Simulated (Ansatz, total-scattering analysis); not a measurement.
## The surroundings of H by a first difference

Two samples of water and methanol (16 H2O and 8 methanol; C 8.3, O 25.0, H 66.7 atom %; 360 K, fixed volume (mean pressure 0.3 GPa); ρ₀ = 0.0955 Å⁻³) differ only in the isotope of H: D (b = 6.6681 fm) and H (b = -3.7395 fm). Other lengths: C 6.6472, O 5.8037 fm. The data are simulated by ab initio molecular dynamics with Ansatz (revPBE-D3(BJ), plane waves, PAW default files, Langevin thermostat, no spin, fixed volume, H with the mass of D). The average runs over 0.71 ps of 96 atoms, so shells between rare elements are rough. Mean temperature 355 K, largest m.s.d. 1.90 Å², energy drift -10 meV an atom (last third less first), Langevin friction 10 ps⁻¹; the first quarter of the run is discarded. Preparation: last frame of a classical run of this cell, a melt at this density, then 0.4 ps at 360 K with a cheaper basis and a friction of 10 ps⁻¹ (mean temperature of the first stage 369 K), too short to forget the start in full. So short a stretch relaxes bonds and nearest shells but still remembers its start. It is a liquid as far as so short a run tells. The potential energy falls by 10 meV an atom from the first to the last third of the average, so the sample is relaxing or ordering and this is no equilibrium average. The partials come from the cell's reciprocal vectors below 4 Å⁻¹ and from g(r) above; absorption, incoherent and inelastic scattering are left out. F(Q) = Σ ci cj bi bj (Sij − 1), in barn per steradian and atom:

| Q (Å⁻¹) | 2H | 1H | difference |
| --- | --- | --- | --- |
| 0.9 | -0.280 | -0.208 | -0.072 |
| 1.2 | -0.144 | -0.197 | 0.053 |
| 1.5 | 0.036 | -0.185 | 0.221 |
| 1.8 | 0.335 | -0.139 | 0.474 |
| 2.1 | 0.217 | -0.128 | 0.346 |
| 2.4 | 0.028 | -0.087 | 0.115 |
| 2.7 | -0.019 | -0.025 | 0.007 |
| 3.0 | -0.067 | 0.026 | -0.092 |
| 3.3 | -0.071 | 0.013 | -0.083 |
| 3.6 | -0.050 | 0.022 | -0.071 |
| 3.9 | -0.050 | 0.019 | -0.068 |
| 4.2 | -0.053 | 0.025 | -0.078 |
| 4.5 | -0.068 | 0.041 | -0.108 |
| 4.8 | -0.083 | 0.069 | -0.151 |
| 5.1 | -0.082 | 0.089 | -0.171 |
| 5.4 | -0.067 | 0.080 | -0.147 |
| 5.7 | -0.044 | 0.046 | -0.090 |
| 6.0 | -0.023 | 0.007 | -0.030 |
| 6.3 | -0.004 | -0.021 | 0.017 |
| 6.6 | 0.019 | -0.038 | 0.056 |
| 6.9 | 0.046 | -0.044 | 0.090 |
| 7.2 | 0.065 | -0.045 | 0.110 |
| 7.5 | 0.068 | -0.043 | 0.111 |
| 7.8 | 0.060 | -0.037 | 0.097 |
| 8.1 | 0.049 | -0.028 | 0.076 |
| 8.4 | 0.037 | -0.017 | 0.054 |
| 8.7 | 0.024 | -0.007 | 0.030 |
| 9.0 | 0.011 | 0.004 | 0.008 |
| 9.3 | 0.000 | 0.011 | -0.011 |
| 9.6 | -0.010 | 0.015 | -0.025 |
| 9.9 | -0.023 | 0.015 | -0.039 |
| 10.2 | -0.036 | 0.015 | -0.051 |
| 10.5 | -0.044 | 0.017 | -0.061 |
| 10.8 | -0.044 | 0.019 | -0.063 |

The first difference in real space, ΔG(r), in barn (from the pair functions, so without the broadening of a finite Q range):

```tsv
r (Å)	first difference G(r)
0.50	-0.412
0.58	-0.412
0.66	-0.412
0.74	-0.412
0.82	-0.412
0.90	-0.199
0.98	4.475
1.06	1.535
1.14	0.996
1.22	-0.398
1.30	-0.412
1.38	-0.405
1.46	-0.332
1.54	-0.158
1.62	-0.198
1.70	-0.119
1.78	0.028
1.86	-0.046
1.94	-0.051
2.02	0.096
2.10	0.134
2.18	-0.093
2.26	-0.204
2.34	-0.208
2.42	-0.197
2.50	-0.181
2.58	-0.166
2.66	-0.158
2.74	-0.141
2.82	-0.106
2.90	-0.066
2.98	-0.046
3.06	-0.022
3.14	0.002
3.22	0.028
3.30	0.044
3.38	0.059
3.46	0.065
3.54	0.049
```

**Question.** Which pairs survive in the difference, and what is the first shell of H?

Pairs without H cancel. ΔG(r) = Σ W [g(r) − 1] with W = 2 c(H) c(j) b(j) Δb, and c(H)² (b₁² − b₂²) for H–H: H–C 0.0769, H–O 0.2013, H–H 0.1355 barn. At small r, ΔG → −ΣW = -0.414; in this finite cell the H–H term carries (N − 1)/N with N = 64 atoms of H, which gives -0.412.

The first feature holds O–H (0.98 Å, 0.6 neighbours by the coordinates) and C–H (1.10 Å, 0.4 neighbours by the coordinates) together, so its area gives only their weighted sum.

Shells of H from the coordinates: O–H at 0.98 Å, 0.6 neighbours to 1.26 Å; C–H at 1.10 Å, 0.4 neighbours to 1.40 Å; H–H at 1.55 Å, 1.3 neighbours to 2.00 Å (first peaks with a usable minimum only). Counts average over all H, whatever molecule they sit on, and second peaks of a pair (H two bonds away, hydrogen bonds) add features between 1.5 and 2.5 Å that aren't listed. The structure is taken to be the same for both isotopes, which holds least well for H and D.

[Logs are printed without paths, hosts, clocks, repeated set-up lines and the standing remarks that a program may print on its own settings, such as how far it seeks lower states.]
